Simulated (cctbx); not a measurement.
**Hf2TlPt across an absorption edge**

Space group I4/mcm (no. 140), a = 6.2530 Å, b = 6.2530 Å, c = 8.7940 Å, α = 90.00°, β = 90.00°, γ = 90.00°.

```
atom  mult.       x       y    z  Ueq (Å²)
 Tl1      4     1/2       0  1/4    0.0038
 Pt1      4       0       0  1/4    0.0042
 Hf1      8  0.2166  0.2834    0    0.0042
```

The model was made for the exercise: a known structure type with other elements put in, its volume estimated, not relaxed; displacement parameters are assumed.

Calculated with cctbx: free-atom f′ and f″ from the Sasaki tables, no fine structure; amplitudes in electrons.

| E (eV) | F 0 2 0 | F 2 2 2 | F 2 2 0 | F 1 3 0 |
| --- | --- | --- | --- | --- |
| 8961 | 121.4 | 137.3 | 804.5 | 34.3 |
| 9311 | 132.2 | 146.8 | 790.2 | 32.2 |
| 9441 | 142.7 | 156.2 | 778.8 | 30.5 |
| 9501 | 152.1 | 164.6 | 769.4 | 29.1 |
| 9531 | 162.3 | 173.8 | 759.7 | 27.6 |
| 9546 | 172.7 | 183.1 | 750.1 | 26.2 |
| 9553 | 182.0 | 191.5 | 741.6 | 25.0 |
| 9557 | 192.1 | 200.6 | 732.4 | 23.6 |
| 9565 | 196.1 | 203.2 | 735.6 | 24.2 |
| 9569 | 184.7 | 192.8 | 745.9 | 25.6 |
| 9576 | 174.6 | 183.6 | 755.0 | 26.9 |
| 9591 | 163.6 | 173.6 | 764.8 | 28.3 |
| 9621 | 152.4 | 163.5 | 774.4 | 29.7 |
| 9711 | 137.9 | 150.2 | 786.0 | 31.4 |
| 9961 | 121.3 | 135.1 | 796.3 | 32.7 |

**Question.** Which edge is crossed, and why do the reflections move as they do?

The L3 edge of Hf. The edge is at 9561 eV. f′ of Hf falls from -12.1 e at 9441 eV to -19.1 e at 4 eV below it, and f″ steps from 3.77 to 10.51 e across it. Over that approach |F| changes by +35 % (0 2 0), +28 % (2 2 2), -6 % (2 2 0) and -23 % (1 3 0): a reflection falls where Hf scatters in phase with the total and rises where it scatters against it; it hardly moves where the Hf term is small or cancels by symmetry. Above the edge the larger f″ enters the imaginary part, where it can add to or cancel the other atoms' f″. The structure is centrosymmetric, so Friedel mates stay equal.

[Logs are printed without paths, hosts, clocks, repeated set-up lines and the standing remarks that a program may print on its own settings, such as how far it seeks lower states.]
